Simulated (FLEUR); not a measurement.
## NiO: which magnetic order is lowest

Does NiO prefer parallel or opposed moments?

Method: PBE; all-electron FLAPW, Dirac cores, scalar-relativistic bands, in FLEUR MaX-R8.1.

Most raw output is cut from this account.

## 1. The starting structure

The structure is cubic, space group Fm-3m (No. 225). The conventional cell has a = 4.172 Å, b = 4.172 Å, c = 4.172 Å, α = 90.00°, β = 90.00°, γ = 90.00°. Ni has 6 O at 2.09 Å nearest. Nearest to O lie 6 Ni at 2.09 Å. Farther neighbours and most contacts between anions are not listed.

## 2. Start 1: ferro +

The parallel start is the test of whether parallel moments hold.

inpgen writes inp.xml from crystal.txt; cutoffs, mixing, functional, smearing and local orbitals are then set in the file. The k list default-1 (kpts.xml, not shown) is a Γ-centred 8×8×8 mesh; where the ranks do not divide the number of points, some are split in two of half the weight.

inp.xml

```
<?xml version="1.0" encoding="UTF-8" standalone="no"?>
<fleurInput fleurInputVersion="0.39">
   <comment>
      NiO
   </comment>
   <calculationSetup>
      <cutoffs Kmax="4.32" Gmax="13.0" GmaxXC="13.0" numbands="0"/>
      <scfLoop itmax="90" minDistance="0.00002" maxIterBroyd="15" imix="Anderson" alpha="0.05" precondParam="0.0" spinf="2.0" sdNocoIR="T"/>
      <coreElectrons ctail="T" frcor="F" kcrel="0" coretail_lmax="0"/>
      <xcFunctional name="pbe" relativisticCorrections="F"/>
      <magnetism jspins="2"/>
      <soc l_soc="F" theta="0.0" phi="0.0" spav="F"/>
      <expertModes spex="0" secvar="F"/>
      <geometryOptimization l_f="F" forcealpha="1.0" forcemix="BFGS" epsdisp="0.00001" epsforce="0.00001"/>
      <ldaU l_linMix="F" mixParam="0.05" spinf="1.0"/>
   </calculationSetup>
   <cell>
      <bzIntegration valenceElectrons="24.0" mode="hist" fermiSmearingEnergy="0.00110248">
         <kPointListSelection listName="default-1"/>
         <xi:include xmlns:xi="http://www.w3.org/2001/XInclude" href="kpts.xml"> </xi:include>
      </bzIntegration>
      <xi:include xmlns:xi="http://www.w3.org/2001/XInclude" href="sym.xml"> </xi:include>
      <bulkLattice scale="1.0">
         <bravaisMatrix>
            <row-1>    0.0000000000000000     3.9417828250996005     3.9417828250996005</row-1>
            <row-2>    3.9417828250996005     0.0000000000000000     3.9417828250996005</row-2>
            <row-3>    3.9417828250996005     3.9417828250996005     0.0000000000000000</row-3>
         </bravaisMatrix>
      </bulkLattice>
   </cell>
   <atomSpecies>
      <species name="Nickel (Ni2.000" element="Ni" atomicNumber="28">
         <mtSphere radius="2.46" gridPoints="813" logIncrement="0.015"/>
         <atomicCutoffs lmax="10" lnonsphr="8"/>
         <electronConfig flipSpins="F">
            <coreConfig>(1s1/2) (2s1/2) (2p1/2) (2p3/2)</coreConfig>
            <valenceConfig>(3s1/2) (3p1/2) (3p3/2) (4s1/2) (3d3/2) (3d5/2)</valenceConfig>
            <stateOccupation state="(3d3/2)" spinUp="2.0" spinDown="1.2"/>
            <stateOccupation state="(3d5/2)" spinUp="3.0" spinDown="1.8"/>
         </electronConfig>
         <energyParameters s="4" p="4" d="3" f="4"/>
         <lo type="SCLO" l="0" n="3" eDeriv="0"/>
         <lo type="SCLO" l="1" n="3" eDeriv="0"/>
      </species>
      <species name="Oxygen (O)" element="O" atomicNumber="8">
         <mtSphere radius="1.39" gridPoints="461" logIncrement="0.023"/>
         <atomicCutoffs lmax="6" lnonsphr="4"/>
         <electronConfig flipSpins="F">
            <coreConfig>(1s1/2)</coreConfig>
            <valenceConfig>(2s1/2) (2p1/2) (2p3/2)</valenceConfig>
            <stateOccupation state="(2p1/2)" spinUp="0.666667" spinDown="0.666667"/>
            <stateOccupation state="(2p3/2)" spinUp="1.333333" spinDown="1.333333"/>
         </electronConfig>
         <energyParameters s="2" p="2" d="3" f="4"/>
      </species>
   </atomSpecies>
   <atomGroups>
      <atomGroup species="Nickel (Ni2.000">
         <relPos label="                   1">.0000000000 .0000000000 .0000000000</relPos>
         <force calculate="T" relaxXYZ="TTT"/>
      </atomGroup>
      <atomGroup species="Oxygen (O)">
         <relPos label="                   2">1.000/2.000 1.000/2.000 1.000/2.000</relPos>
         <force calculate="T" relaxXYZ="TTT"/>
      </atomGroup>
   </atomGroups>
   <output dos="F" band="F" slice="F">
      <bandDOS minEnergy="-.5*Htr" maxEnergy="0.5*Htr" sigma="0.015" storeEVData="T"/>
      <plotting iplot="0" polar="F">
         <plot TwoD="T" vec1="  1.0  0.0  0.0" vec2="  0.0  1.0  0.0" vec3="  0.0  0.0  1.0" zero="  0.0  0.0  0.0" file="plot"/>
      </plotting>
      <moessbauerParams electricFieldGradient="F" isomerShift="F" coreHyperfine="F" valenceHyperfine="F"/>
   </output>
</fleurInput>
```

crystal.txt

```
NiO
&input film=F cartesian=F /
0.00000000000  2.08590164140  2.08590164140
2.08590164140  0.00000000000  2.08590164140
2.08590164140  2.08590164140  0.00000000000
1.8897261246
1.0 1.0 1.0

2
28 0.00000000000  0.00000000000  0.00000000000 : 2.000
8 0.50000000000  0.50000000000  0.50000000000

&kpt div1=8 div2=8 div3=8 gamma=T /
```

Command:

```bash
$ OMP_NUM_THREADS=1 inpgen -f crystal.txt > inpgen.log  # inp.xml is then edited as shown
$ OMP_NUM_THREADS=1 mpirun -n 4 fleur_MPI > fleur.log
```

Run time: 16 s. Hardware: 4 MPI ranks of Intel Xeon Platinum 8375C at 2.90GHz (Ice Lake), shared host; peak memory 0.24 GiB; 63 s of CPU time.

Numbers from this step:

| Quantity | Value |
| --- | --- |
| free energy | -43430.5039 eV |
| program's band gap on this mesh (in a metal only a level spacing) | 0.007605 eV |
| magnetization | 1.824 μB |
| final state | ferromagnetic |
| largest moment | 1.515 μB |

After 27 cycles the largest moment stands at 1.52 μB.

## 3. Start 2: antiferro q=(0,1/2,1/2) +-

Another pattern of signs weighs the neighbour shells otherwise.

This order needs a doubled cell of 4 atoms. The mesh is halved along the doubled vector, so that both cells sample the same points. The k list default-1 (kpts.xml, not shown) is a Γ-centred 8×4×8 mesh.

inp.xml, as its differences from that of step 2:

```diff
@@ -17,3 +17,3 @@
    <cell>
-      <bzIntegration valenceElectrons="24.0" mode="hist" fermiSmearingEnergy="0.00110248">
+      <bzIntegration valenceElectrons="48.0" mode="hist" fermiSmearingEnergy="0.00110248">
          <kPointListSelection listName="default-1"/>
@@ -25,4 +25,4 @@
             <row-1>    0.0000000000000000     3.9417828250996005     3.9417828250996005</row-1>
-            <row-2>    3.9417828250996005     0.0000000000000000     3.9417828250996005</row-2>
-            <row-3>    3.9417828250996005     3.9417828250996005     0.0000000000000000</row-3>
+            <row-2>    7.8835656501992011     0.0000000000000000     7.8835656501992011</row-2>
+            <row-3>    7.8835656501992011     3.9417828250996005     3.9417828250996005</row-3>
          </bravaisMatrix>
@@ -39,2 +39,15 @@
             <stateOccupation state="(3d5/2)" spinUp="3.0" spinDown="1.8"/>
+         </electronConfig>
+         <energyParameters s="4" p="4" d="3" f="4"/>
+         <lo type="SCLO" l="0" n="3" eDeriv="0"/>
+         <lo type="SCLO" l="1" n="3" eDeriv="0"/>
+      </species>
+      <species name="Nickel (Ni-2.000" element="Ni" atomicNumber="28">
+         <mtSphere radius="2.46" gridPoints="813" logIncrement="0.015"/>
+         <atomicCutoffs lmax="10" lnonsphr="8"/>
+         <electronConfig flipSpins="F">
+            <coreConfig>(1s1/2) (2s1/2) (2p1/2) (2p3/2)</coreConfig>
+            <valenceConfig>(3s1/2) (3p1/2) (3p3/2) (4s1/2) (3d3/2) (3d5/2)</valenceConfig>
+            <stateOccupation state="(3d3/2)" spinUp="1.2" spinDown="2.0"/>
+            <stateOccupation state="(3d5/2)" spinUp="1.8" spinDown="3.0"/>
          </electronConfig>
@@ -61,4 +74,12 @@
       </atomGroup>
+      <atomGroup species="Nickel (Ni-2.000">
+         <relPos label="                   2">.0000000000 1.000/2.000 .0000000000</relPos>
+         <force calculate="T" relaxXYZ="TTT"/>
+      </atomGroup>
       <atomGroup species="Oxygen (O)">
-         <relPos label="                   2">1.000/2.000 1.000/2.000 1.000/2.000</relPos>
+         <relPos label="                   3">1.000/2.000 .0000000000 1.000/2.000</relPos>
+         <force calculate="T" relaxXYZ="TTT"/>
+      </atomGroup>
+      <atomGroup species="Oxygen (O)">
+         <relPos label="                   4">1.000/2.000 1.000/2.000 1.000/2.000</relPos>
          <force calculate="T" relaxXYZ="TTT"/>
```

crystal.txt

```
NiO
&input film=F cartesian=F /
0.00000000000  2.08590164140  2.08590164140
4.17180328280  0.00000000000  4.17180328280
4.17180328280  2.08590164140  2.08590164140
1.8897261246
1.0 1.0 1.0

4
28 0.00000000000  0.00000000000  0.00000000000 : 2.000
28 0.00000000000  0.50000000000  0.00000000000 : -2.000
8 0.50000000000  0.00000000000  0.50000000000
8 0.50000000000  0.50000000000  0.50000000000

&kpt div1=8 div2=4 div3=8 gamma=T /
```

Wall time 97 s (4 MPI ranks); peak memory 0.44 GiB; 6.4 min of CPU time.

Spin moment in the muffin-tin sphere by atom:

```
atom  spin moment in the muffin-tin sphere (μB)
 Ni1                                       1.49
 Ni2                                      -1.49
  O3                                      -0.08
  O4                                       0.08
```

This step gave:

| Quantity | Value |
| --- | --- |
| free energy | -86860.9309 eV |
| program's band gap on this mesh (in a metal only a level spacing) | 0.06335 eV |
| magnetization | 0 μB |
| final state | antiferromagnetic |

It lies 38.5 meV a seeded atom over the first start, and its largest moment is 1.49 μB against 1.52 μB.

## 4. Start 3: antiferro q=(0,0,1/2) +-

Reversing part of the moments tests the sign of the couplings between them.

The cell is doubled to 4 atoms to hold this order. The mesh is halved along the doubled vector, so that both cells sample the same points. The k list default-1 (kpts.xml, not shown) is a Γ-centred 8×8×4 mesh.

inp.xml, as its differences from that of step 3:

```diff
@@ -25,4 +25,4 @@
             <row-1>    0.0000000000000000     3.9417828250996005     3.9417828250996005</row-1>
-            <row-2>    7.8835656501992011     0.0000000000000000     7.8835656501992011</row-2>
-            <row-3>    7.8835656501992011     3.9417828250996005     3.9417828250996005</row-3>
+            <row-2>    3.9417828250996005     0.0000000000000000     3.9417828250996005</row-2>
+            <row-3>    7.8835656501992011     7.8835656501992011     0.0000000000000000</row-3>
          </bravaisMatrix>
@@ -75,3 +75,3 @@
       <atomGroup species="Nickel (Ni-2.000">
-         <relPos label="                   2">.0000000000 1.000/2.000 .0000000000</relPos>
+         <relPos label="                   2">.0000000000 .0000000000 1.000/2.000</relPos>
          <force calculate="T" relaxXYZ="TTT"/>
@@ -79,7 +79,4 @@
       <atomGroup species="Oxygen (O)">
-         <relPos label="                   3">1.000/2.000 .0000000000 1.000/2.000</relPos>
-         <force calculate="T" relaxXYZ="TTT"/>
-      </atomGroup>
-      <atomGroup species="Oxygen (O)">
-         <relPos label="                   4">1.000/2.000 1.000/2.000 1.000/2.000</relPos>
+         <relPos label="                   3">1.000/2.000 1.000/2.000 1.000/4.000</relPos>
+         <relPos label="                   4">1.000/2.000 1.000/2.000 -1.000/4.000</relPos>
          <force calculate="T" relaxXYZ="TTT"/>
```

crystal.txt

```
NiO
&input film=F cartesian=F /
0.00000000000  2.08590164140  2.08590164140
2.08590164140  0.00000000000  2.08590164140
4.17180328280  4.17180328280  0.00000000000
1.8897261246
1.0 1.0 1.0

4
28 0.00000000000  0.00000000000  0.00000000000 : 2.000
28 0.00000000000  0.00000000000  0.50000000000 : -2.000
8 0.50000000000  0.50000000000  0.25000000000
8 0.50000000000  0.50000000000  0.75000000000

&kpt div1=8 div2=8 div3=4 gamma=T /
```

Run time: 55 s. Hardware: 4 MPI ranks; peak memory 0.41 GiB.

Spin moment in the muffin-tin sphere by atom:

```
atom  spin moment in the muffin-tin sphere (μB)
 Ni1                                       1.36
 Ni2                                      -1.36
  O3                                       0.00
  O4                                       0.00
```

Read from the output:

```yaml
free_energy: -86861.5491 eV
program_s_band_gap_on_this_mesh_in_a_metal_only_a_level_spacing: 0.9617 eV
magnetization: 0 μB
final_state: antiferromagnetic
```

It lies 271 meV a seeded atom under the first start, and its largest moment is 1.36 μB against 1.52 μB.

## 5. Start 4: no spin polarisation

Without spin polarisation no moment can form, so the difference from the other runs is what forming moments gains.

The k list default-1 (kpts.xml, not shown) is a Γ-centred 8×8×8 mesh.

inp.xml

```
<?xml version="1.0" encoding="UTF-8" standalone="no"?>
<fleurInput fleurInputVersion="0.39">
   <comment>
      NiO
   </comment>
   <calculationSetup>
      <cutoffs Kmax="4.32" Gmax="13.0" GmaxXC="13.0" numbands="0"/>
      <scfLoop itmax="90" minDistance="0.00002" maxIterBroyd="15" imix="Anderson" alpha="0.05" precondParam="0.0" spinf="2.0" sdNocoIR="T"/>
      <coreElectrons ctail="T" frcor="F" kcrel="0" coretail_lmax="0"/>
      <xcFunctional name="pbe" relativisticCorrections="F"/>
      <magnetism jspins="1"/>
      <soc l_soc="F" theta="0.0" phi="0.0" spav="F"/>
      <expertModes spex="0" secvar="F"/>
      <geometryOptimization l_f="F" forcealpha="1.0" forcemix="BFGS" epsdisp="0.00001" epsforce="0.00001"/>
      <ldaU l_linMix="F" mixParam="0.05" spinf="1.0"/>
   </calculationSetup>
   <cell>
      <bzIntegration valenceElectrons="24.0" mode="hist" fermiSmearingEnergy="0.00110248">
         <kPointListSelection listName="default-1"/>
         <xi:include xmlns:xi="http://www.w3.org/2001/XInclude" href="kpts.xml"> </xi:include>
      </bzIntegration>
      <xi:include xmlns:xi="http://www.w3.org/2001/XInclude" href="sym.xml"> </xi:include>
      <bulkLattice scale="1.0">
         <bravaisMatrix>
            <row-1>    0.0000000000000000     3.9417828250996005     3.9417828250996005</row-1>
            <row-2>    3.9417828250996005     0.0000000000000000     3.9417828250996005</row-2>
            <row-3>    3.9417828250996005     3.9417828250996005     0.0000000000000000</row-3>
         </bravaisMatrix>
      </bulkLattice>
   </cell>
   <atomSpecies>
      <species name="Nickel (Ni)" element="Ni" atomicNumber="28">
         <mtSphere radius="2.46" gridPoints="813" logIncrement="0.015"/>
         <atomicCutoffs lmax="10" lnonsphr="8"/>
         <electronConfig flipSpins="F">
            <coreConfig>(1s1/2) (2s1/2) (2p1/2) (2p3/2)</coreConfig>
            <valenceConfig>(3s1/2) (3p1/2) (3p3/2) (4s1/2) (3d3/2) (3d5/2)</valenceConfig>
            <stateOccupation state="(3d3/2)" spinUp="1.600000" spinDown="1.600000"/>
            <stateOccupation state="(3d5/2)" spinUp="2.400000" spinDown="2.400000"/>
         </electronConfig>
         <energyParameters s="4" p="4" d="3" f="4"/>
         <lo type="SCLO" l="0" n="3" eDeriv="0"/>
         <lo type="SCLO" l="1" n="3" eDeriv="0"/>
      </species>
      <species name="Oxygen (O)" element="O" atomicNumber="8">
         <mtSphere radius="1.39" gridPoints="461" logIncrement="0.023"/>
         <atomicCutoffs lmax="6" lnonsphr="4"/>
         <electronConfig flipSpins="F">
            <coreConfig>(1s1/2)</coreConfig>
            <valenceConfig>(2s1/2) (2p1/2) (2p3/2)</valenceConfig>
            <stateOccupation state="(2p1/2)" spinUp="0.666667" spinDown="0.666667"/>
            <stateOccupation state="(2p3/2)" spinUp="1.333333" spinDown="1.333333"/>
         </electronConfig>
         <energyParameters s="2" p="2" d="3" f="4"/>
      </species>
   </atomSpecies>
   <atomGroups>
      <atomGroup species="Nickel (Ni)">
         <relPos label="                   1">.0000000000 .0000000000 .0000000000</relPos>
         <force calculate="T" relaxXYZ="TTT"/>
      </atomGroup>
      <atomGroup species="Oxygen (O)">
         <relPos label="                   2">1.000/2.000 1.000/2.000 1.000/2.000</relPos>
         <force calculate="T" relaxXYZ="TTT"/>
      </atomGroup>
   </atomGroups>
   <output dos="F" band="F" slice="F">
      <bandDOS minEnergy="-.5*Htr" maxEnergy="0.5*Htr" sigma="0.015" storeEVData="T"/>
      <plotting iplot="0" polar="F">
         <plot TwoD="T" vec1="  1.0  0.0  0.0" vec2="  0.0  1.0  0.0" vec3="  0.0  0.0  1.0" zero="  0.0  0.0  0.0" file="plot"/>
      </plotting>
      <moessbauerParams electricFieldGradient="F" isomerShift="F" coreHyperfine="F" valenceHyperfine="F"/>
   </output>
</fleurInput>
```

crystal.txt

```
NiO
&input film=F cartesian=F /
0.00000000000  2.08590164140  2.08590164140
2.08590164140  0.00000000000  2.08590164140
2.08590164140  2.08590164140  0.00000000000
1.8897261246
1.0 1.0 1.0

2
28 0.00000000000  0.00000000000  0.00000000000
8 0.50000000000  0.50000000000  0.50000000000

&kpt div1=8 div2=8 div3=8 gamma=T /
```

Elapsed: 7.7 s, on 4 MPI ranks; peak memory 0.22 GiB.

This step gave:

- free energy: -43430.3868 eV
- program's band gap on this mesh (in a metal only a level spacing): 0.02740 eV
- final state: non-magnetic (no spin polarisation)

It lies 117 meV a seeded atom over the first start.

## 6. The states side by side

Free energies are divided by the number of seeded atoms, so that cells of unlike size compare. Wavevectors q in the names are fractions of the primitive cell's reciprocal vectors.

Orders:

```
                     start        final state  typed order kept  energy over the lowest (meV a seeded atom)  largest sphere moment (μB)  net moment (μB a primitive cell)  mesh matched  CPU time (s)
                   ferro +      ferromagnetic               yes                                       270.6                       1.515                             1.824           yes         63.35
antiferro q=(0,1/2,1/2) +-  antiferromagnetic               yes                                       309.1                       1.486                                 0           yes         386.6
  antiferro q=(0,0,1/2) +-  antiferromagnetic               yes                                           0                       1.358                                 0           yes         220.4
      no spin polarisation       non-magnetic                 -                                       387.8                           0                                 0           yes         29.99
```

## 7. Results

```json
{
  "lowest state found": "antiferromagnetic (typed antiferro q=(0,0,1/2) +-)",
  "largest site spin moment": "1.36 μB",
  "next finished state": "ferromagnetic, 271 meV a seeded atom higher",
  "energy gained by spin polarisation": "388 meV a seeded atom"
}
```

**Reading.** The lowest state found is antiferromagnetic, reached from the start antiferro q=(0,0,1/2) +-, with moments up to 1.36 μB. The next finished state costs 271 meV a seeded atom. This is the lowest of 4 finished starts, no proof of the ground state.

[Logs and program files are shortened in this print: banners, set-up blocks, solver, clock and traceback lines can be left out without a mark of their own.]

[Logs are printed without paths, hosts, clocks, repeated set-up lines and the standing remarks that a program may print on its own settings, such as how far it seeks lower states.]

[Hosts, paths, dates, database ids (printed as entryN), source tags and the programs' standing remarks are cut or masked in the printed files.]

[Where a cell is said to come from a database of computed structures, the database is the Materials Project.]
